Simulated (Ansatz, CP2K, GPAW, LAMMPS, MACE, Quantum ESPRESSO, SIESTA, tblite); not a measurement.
# Cu22Zr78 (at. %) with crystalline order left by the classical run (65 atoms) in other programs, against a plane-wave reference

Aim: run Cu22Zr78 (at. %) with crystalline order left by the classical run (65 atoms) in several programs and set results and cost side by side. A plane-wave run serves as the reference.

Main program and level: Quantum ESPRESSO 7.5; Kohn-Sham DFT, PBE, SSSP efficiency 1.3.0 pseudopotentials, plane waves.

In doubt: a PseudoDojo file used here is known to give poor structures and forces (SIESTA), which bears on pressures, cells, forces and phonons.

## (1) Set-up

The cell holds 65 atoms: 14 Cu and 51 Zr. Cell: a = 11.101 Å, b = 11.101 Å, c = 11.101 Å, α = 90.0°, β = 90.0°, γ = 90.0°. 65 atoms (14 Cu, 51 Zr) placed at random at 6.15 g/cm³, melted at 2200 K for 10 ps at fixed volume with the Finnis-Sinclair Cu-Zr potential (Mendelev, file CuZr_mm.eam.fs of the LAMMPS distribution). Quenched from 2200 K to 300 K at 3 K/ps and zero pressure, held 5 ps, then minimised at fixed cell.

## (2) The reference run

pw.in

```
&control
  calculation = 'scf'
  pseudo_dir = './pseudo'
  outdir = './tmp'
  disk_io = 'none'
  tprnfor = .true.
  tstress = .true.
/
&system
  ibrav = 0
  nat = 65
  ntyp = 2
  ecutwfc = 60
  ecutrho = 480
  nosym = .true.
  occupations = 'smearing'
  smearing = 'fd'
  degauss = 0.003675
/
&electrons
  conv_thr = 3.3e-07
  electron_maxstep = 100
  mixing_beta = 0.2
  mixing_mode = 'local-TF'
  diagonalization = 'david'
/
ATOMIC_SPECIES
Cu 63.546 Cu.upf
Zr 91.224 Zr.upf
CELL_PARAMETERS angstrom
11.10125 0.00000 0.00000
0.00000 11.10125 0.00000
0.00000 0.00000 11.10125
ATOMIC_POSITIONS crystal
Cu 0.67206 0.72032 0.06804
Cu 0.76895 0.63071 0.74615
Cu 0.60178 0.97438 0.48174
Cu 0.66798 0.35542 0.16846
Cu 0.08383 0.87727 0.23547
Cu 0.58593 0.69643 0.84456
Cu 0.77553 0.04979 0.05151
Cu 0.03857 0.42355 0.96546
Cu 0.92291 0.78086 0.62550
Cu 0.37471 0.03571 0.53283
Cu 0.22146 0.71044 0.86291
Cu 0.72116 0.76706 0.40755
[... 49 atom lines left out ...]
Zr 0.08904 0.44853 0.24818
Zr 0.90040 0.27647 0.08532
Zr 0.38192 0.56568 0.74841
Zr 0.00703 0.18735 0.57619
K_POINTS gamma
```

Launch:

```console
$ OMP_NUM_THREADS=1 mpirun -np 4 pw.x -in pw.in > output.txt
```

The log of the run:

```text
Program PWSCF
     gamma-point specific algorithms are used
     one sub-group per band group will be used
     scalapack distributed-memory algorithm (size of sub-group:  2*  2 procs)
     Parallelization info
     sticks:   dense  smooth     PW     G-vecs:    dense   smooth      PW
     Min        4204    2100    522               409912   145016   18110
     Max        4205    2102    524               409915   145026   18116
     Sum       16817    8405   2093              1639651   580091   72455
     bravais-lattice index     =            0
     lattice parameter (alat)  =      20.9783  a.u.
     unit-cell volume          =    9232.3498 (a.u.)^3
     number of atoms/cell      =           65
     number of atomic types    =            2
     number of electrons       =       766.00
[... lines left out ...]
     scf convergence threshold =      3.3E-07
[... lines left out ...]
     number of k points=     1  Fermi-Dirac smearing, width (Ry)=  0.0037
[... lines left out ...]
     total energy              =   -8039.75475668 Ry
[... lines left out ...]
     total energy              =   -8040.02802526 Ry
[... lines left out ...]
     total energy              =   -8040.02039131 Ry
[... lines left out ...]
     total energy              =   -8040.01373290 Ry
[... lines left out ...]
     total energy              =   -8040.01373298 Ry
[... lines left out ...]
   -35.2249 -35.1969 -35.1890 -35.1715 -35.1427 -35.1302 -35.1205 -35.1089
   -35.0921 -35.0869 -35.0837 -35.0819 -35.0745 -35.0608 -35.0421 -35.0348
   -35.0270 -35.0206 -35.0190 -35.0158 -35.0056 -34.9989 -34.9649 -34.9502
[...]
15.1751  15.2156  15.2826  15.2920  15.2998  15.3221  15.3855  15.4066
    15.4335  15.4942  15.5093  15.5519  15.5813  15.5886  15.6291  15.6691
    15.6906  15.7307  15.7578  15.7667
     the Fermi energy is    13.6459 ev
!    total energy              =   -8040.01373308 Ry
     estimated scf accuracy    <       0.00000010 Ry
     smearing contrib. (-TS)   =      -0.05485230 Ry
     internal energy E=F+TS    =   -8039.95888078 Ry
     The total energy is F=E-TS. E is the sum of the following terms:
     one-electron contribution =   -1558.63904989 Ry
     hartree contribution      =    1243.22099924 Ry
     xc contribution           =   -1530.02252710 Ry
     ewald contribution        =   -4936.39897279 Ry
     one-center paw contrib.   =   -1258.11933024 Ry
     convergence has been achieved in  15 iterations
     Forces acting on atoms (cartesian axes, Ry/au):
     atom    1 type  1   force =    -0.00893265    0.00254945   -0.00432061
     atom    2 type  1   force =     0.00895218    0.00609178   -0.00202654
     atom    3 type  1   force =     0.00340848   -0.00339019   -0.00239445
[...]
atom   64 type  2   force =    -0.00285861   -0.00539490    0.01489112
     atom   65 type  2   force =    -0.01184639   -0.03173699   -0.00206352
     Total force =     0.148836     Total SCF correction =     0.000734
     Computing stress (Cartesian axis) and pressure
          total   stress  (Ry/bohr**3)                   (kbar)     P=       -8.42
  -0.00002063   0.00001517  -0.00003330           -3.03        2.23       -4.90
   0.00001517  -0.00002028  -0.00001219            2.23       -2.98       -1.79
  -0.00003330  -0.00001219  -0.00013079           -4.90       -1.79      -19.24
     Message from routine punch:
     Nothing written, as per user request (disk_io='none')
```

Wall time 7.1 min (4 MPI ranks of Arm Neoverse V1, shared host); peak memory 5.6 GiB.

Banners and routine set-up lines are dropped from the logs; longer cuts are marked.

Numbers from this run:

* r.m.s. force component: 0.274 eV/Å
* longest force: 0.8849 eV/Å
* pressure: -0.8417 GPa

## (3) Local order

g(r), total and by pair (bins of 0.1 Å):

```tsv
r (Å)	total	Zr-Zr	Zr-Cu	Cu-Cu
2.35	0.00	0.00	0.00	0.00
2.45	0.17	0.00	0.00	3.78
2.55	0.16	0.00	0.23	1.74
2.65	0.95	0.00	2.38	3.10
2.75	1.76	0.00	4.59	4.43
2.85	1.96	0.00	5.79	0.00
2.95	1.84	1.06	3.50	0.00
3.05	3.54	4.76	1.81	0.00
3.15	3.43	4.81	1.39	0.00
3.25	3.37	4.60	1.59	0.00
3.35	1.75	2.54	0.41	1.00
3.45	1.17	1.76	0.25	0.00
3.55	0.58	0.73	0.36	0.00
3.65	0.27	0.19	0.46	0.00
3.75	0.22	0.12	0.43	0.00
3.85	0.46	0.40	0.21	3.02
3.95	0.30	0.38	0.10	0.72
4.05	0.54	0.61	0.19	2.02
4.15	0.36	0.39	0.35	0.00
4.25	0.43	0.28	0.68	0.62
4.35	0.55	0.36	0.88	0.59
4.45	0.62	0.59	0.54	1.68
4.55	0.75	0.61	1.03	0.53
4.65	0.81	0.85	0.70	1.04
4.75	0.57	0.45	0.74	0.97
4.85	0.90	0.89	0.97	0.48
4.95	0.95	0.65	1.50	0.91
5.05	1.15	0.82	1.67	1.73
5.15	1.40	0.98	2.07	2.09
5.25	1.12	1.06	1.16	1.61
5.35	1.01	1.17	0.75	0.78
5.45	1.23	1.35	0.87	2.25
5.55	1.35	1.74	0.69	1.09
```

Bonds by pair of elements; cutoffs follow the first minimum of g(r), held within bounds set by covalent radii, and pairs that aren't listed don't count as bonded (cutoffs were set anew for this text, so counts can differ from the run's own analysis):

```tsv
pair A-B	cutoff (Å)	bonds	mean length (Å)	spread (Å)	shortest (Å)	B about A	A about B
Zr-Zr	3.68	252	3.22	0.156	2.92	9.88	9.88
Zr-Cu	3.68	129	2.97	0.245	2.60	2.53	9.21
Cu-Cu	2.77	7	2.6	0.13	2.42	1	1
```

How many atoms have how many bonded neighbours:

```tsv
element	mean	9	10	11	12	13	14
Cu	10.2	3	7	2	2	0	0
Zr	12.4	0	0	6	23	17	5
```

## (4) The other programs

The programs:
- CP2K 2026.2: Gaussian basis with GTH pseudopotentials and a plane-wave density; labels give functional, basis (MOLOPT sets; SR short-range, UZH the newer set with its own potentials), grid cutoff/relative cutoff and solver (OT: orbital transformation; TRS4, TC2, SIGN: linear-scaling purification with its sparsity filter), or its built-in tight binding.
- MACE: machine-learned potential, published weights.
- SIESTA 5.4.2: numerical atomic orbitals, whose automatically made sets are far from complete, with PseudoDojo norm-conserving potentials that we converted to its format (checked against plane waves on the same files for H, C, O, Si, Ge and Ca alone); labels give functional, basis size, energy shift and mesh cutoff.

All use the same cell and atoms; the electronic-structure runs use the same k-mesh, and an electronic temperature of 580 K (0.05 eV) where levels are smeared.

Differences are against the plane-wave reference, forces as r.m.s. over components; share is that over the reference's r.m.s. force, slope the least-squares factor from reference forces to these. Total energies of different programs have different zeros and aren't compared.

```tsv
run	Δ force, r.m.s. (meV/Å)	share (%)	slope	Δ pressure (GPa)	cores	CPU time	memory (GiB)
reference	-	-	-	-	4	28 min	5.6
CP2K PBE, DZVP-MOLOPT-SR, 560/50 Ry, diagonalisation (coarse)	24.0	8.76	0.993	0.128	4	34 min	8.5
CP2K PBE, DZVP-MOLOPT-SR, 800/50 Ry, diagonalisation	21.1	7.71	0.994	0.128	2	29 min	6.5
MACE MP-0b2 small potential	226	82.3	0.463	-1.02	1	7.5 s	0.66
MACE MP-0b3 medium potential	209	76.3	0.402	0.0287	1	8.7 s	0.82
MACE MPA-0 medium potential	177	64.6	0.472	-0.106	1	8.7 s	0.83
SIESTA PBE, DZP, shift 0.01 Ry, mesh 500 Ry	43.6	15.9	1.042	-1.76	2	19 min	2.7
SIESTA PBE, SZP, shift 0.01 Ry, mesh 500 Ry (coarse)	52.5	19.1	1.047	-0.590	2	14 min	2.3
SIESTA revPBE, PBE potentials, DZP, shift 0.01 Ry, mesh 500 Ry	51.7	18.9	1.048	0.0978	2	19 min	2.7
```

Rows marked coarse use a setting chosen to be so.

Times of the machine-learned potentials are mostly Python's start and the loading of weights.

CPU time is summed over cores on a shared host, where runs went side by side, so it is rough. Symmetry, cutoffs, thresholds, outputs and thread counts weren't matched or tuned between programs; memory under MPI is the largest rank's times the ranks.

Runs without a result: tblite GFN1-xTB (not converged); CP2K GFN1-xTB, diagonalisation (not converged, the SCF not settling); GPAW PBE, LCAO dzp, h 0.2 Å (cut off at its time limit of 8.6 min); GPAW RPBE, LCAO dzp, h 0.2 Å (cut off at its time limit of 8.6 min); GPAW PBE, LCAO dzp, h 0.2 Å, other mixer settings (cut off at its time limit of 14 min); GPAW PBE, LCAO sz(dzp), h 0.2 Å (cut off at its time limit of 3.2 min).

Mean charges by element (e), by run and scheme:

```tsv
run	scheme	Cu	Zr
CP2K PBE, DZVP-MOLOPT-SR, 560/50 Ry, diagonalisation	Mulliken	-0.72	+0.20
CP2K PBE, DZVP-MOLOPT-SR, 560/50 Ry, diagonalisation	Hirshfeld	+0.09	-0.03
CP2K PBE, DZVP-MOLOPT-SR, 800/50 Ry, diagonalisation	Mulliken	-0.72	+0.20
CP2K PBE, DZVP-MOLOPT-SR, 800/50 Ry, diagonalisation	Hirshfeld	+0.09	-0.03
SIESTA PBE, DZP, shift 0.01 Ry, mesh 500 Ry	Hirshfeld	+0.37	-0.10
SIESTA revPBE, PBE potentials, DZP, shift 0.01 Ry, mesh 500 Ry	Hirshfeld	+0.39	-0.11
```

Within one program, basis, potentials and functional, energies share a zero. Each run against its twin at the usual cutoff or grid and solver:

```tsv
run	twin	Δ energy (meV/atom)	Δ force, r.m.s. (meV/Å)	CPU time over the twin's
CP2K PBE, DZVP-MOLOPT-SR, 560/50 Ry, diagonalisation	DZVP-MOLOPT-SR, 800/50 Ry, diagonalisation	-0.0134	14.4	1.2 (this twin ran on 2 cores)
```

## (5) Outcome

| Item | Value |
| --- | --- |
| reference r.m.s. force component | 0.274 eV/Å |
| nearest in forces | CP2K PBE, DZVP-MOLOPT-SR, 800/50 Ry, diagonalisation, 7.7 % |
| farthest in forces | MACE MP-0b2 small potential, 82 % |
| cheapest electronic-structure run beside the reference | SIESTA PBE, SZP, shift 0.01 Ry, mesh 500 Ry, 14 min of CPU time |

In words: The PBE runs in local orbitals, coarse settings apart, differ by 7.7 % (CP2K PBE, DZVP-MOLOPT-SR, 800/50 Ry, diagonalisation) to 16 % (SIESTA PBE, DZP, shift 0.01 Ry, mesh 500 Ry); basis, grid and potentials can all enter. Machine-learned potentials differ by 65 % (MACE MPA-0 medium potential) to 82 % (MACE MP-0b2 small potential); they were trained on other programs' data. Among those trained on PBE data the slope goes as low as 0.40, with a correlation of 0.65, so directions differ as well as sizes. Rows with another functional or a dispersion term differ by 19 % (SIESTA revPBE, PBE potentials, DZP, shift 0.01 Ry, mesh 500 Ry), which mixes the change of model with differences of basis and potentials, some of them made for another functional. Runs with settings chosen to be coarse differ by 8.8 % (CP2K PBE, DZVP-MOLOPT-SR, 560/50 Ry, diagonalisation) to 19 % (SIESTA PBE, SZP, shift 0.01 Ry, mesh 500 Ry), their programs' other errors included. One electronic-structure run takes under half the reference's CPU time: SIESTA PBE, SZP, shift 0.01 Ry, mesh 500 Ry, at 19 % in 14 min against 28 min. In pressure, SIESTA PBE, DZP, shift 0.01 Ry, mesh 500 Ry misses by -1.8 GPa, at the same functional. Charges hang on scheme and program or settings: among these rows the mean for Cu runs from -0.72 to +0.39 e, even in sign. In the reference: levels near the Fermi energy are neither full nor empty under the smearing, so no gap is quoted. In the reference: By these cutoffs 50 % of Cu atoms have 10 and 45 % of Zr atoms have 12 bonded neighbours. The potentials hold different valence shells: 766 electrons in the reference, 878 in SIESTA; this bears on time and differences. The reference's pressure holds the uncorrected Pulay stress of its 60 Ry basis, so small pressure differences, and their order, may be the reference's own error. A potential file of the SIESTA runs is in doubt, which bears on their forces and pressure. Machine-learned potentials mimic data converged in k, so the reference's own k-point error enters their differences. The quench rate of 3 K/ps is many orders above laboratory rates, so the cell is likely richer in defects and strain than a real sample. The network of bonds at the start is that of the classical potential that made the cell, and needn't be the one that DFT or experiment would give. The electronic-structure runs sample only Γ, in a cell whose shortest periodic width is 11 Å, which is coarse for a cell with partly filled levels.

[Long decimals in the printed logs are rounded to 6 places.]

[Also dropped from logs without a mark: lines with file paths, logging warnings of Python, QE's lines on negative density and diagonalisation, SIESTA's first energy breakdown, zero terms and Voronoi charges.]

[Logs are printed without paths, hosts, clocks, repeated set-up lines and the standing remarks that a program may print on its own settings, such as how far it seeks lower states.]

[Hosts, paths, dates, database ids (printed as entryN), source tags and the programs' standing remarks are cut or masked in the printed files.]

[Not all failed runs are listed: runs killed by the host, ended in a Python traceback or in CONQUEST's support-function errors, and SIESTA runs with faulty potentials for Cu, Fe, Ni or Zn are left out.]
